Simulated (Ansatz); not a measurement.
Consider CeO2 (Fm-3m).

It takes space group Fm-3m (No. 225, cubic). The conventional cell has a = 5.407 Å, b = 5.407 Å, c = 5.407 Å, α = 90.00°, β = 90.00°, γ = 90.00°. Ce has 8 O at 2.34 Å nearest. Nearest to O lie 4 Ce at 2.34 Å. Farther neighbours and most contacts between anions are not listed.

```yaml
crystal:
  lattice:
    - [-2.70365, -2.70365, 0.00000]
    - [-2.70365, 0.00000, -2.70365]
    - [0.00000, -2.70365, -2.70365]
  atoms:
    - { symbol: Ce, position: [0.00000, 0.00000, 0.00000] }
    - { symbol: O, position: [0.25000, 0.25000, 0.25000] }
    - { symbol: O, position: [0.75000, 0.75000, 0.75000] }
```

The cell and positions come from the Crystallography Open Database and are kept as given unless a step says otherwise. The program's search for lower electronic states was switched off, so nothing shows that the state found is the lowest. Spin-orbit coupling is left out unless a run names it. PAW set soft_2, made with PBE.

A constrained-RPA run (Ansatz 0.2.0; non-magnetic PBE; Ce f, bands c1 to c7, 6×6×6 mesh, medium accuracy) builds 7 functions on bands 1.3 eV wide, with 0.0 electrons in the window. The bare on-site interaction is 23.3 eV and the bare J 0.63 eV.

**Question.** What U and J survive the screening?

On the Ce f shell, U = 3.55 eV (15 % of the bare value), U′ = 2.55 eV, J = 0.47 eV.

The parent state is non-magnetic and the interaction static (zero frequency); U depends on the window and the orbitals, so it belongs to this model alone.

[Paths, hosts, dates, memory and timing lines, banners, echoed tables and standing remarks are left out of the program output.]

[Logs are printed without paths, hosts, clocks, repeated set-up lines and the standing remarks that a program may print on its own settings, such as how far it seeks lower states.]

[Runs of the session that timed out or met a known fault of the program may be left out.]

[Hosts, paths, dates, database ids (printed as entryN), source tags and the programs' standing remarks are cut or masked in the printed files.]
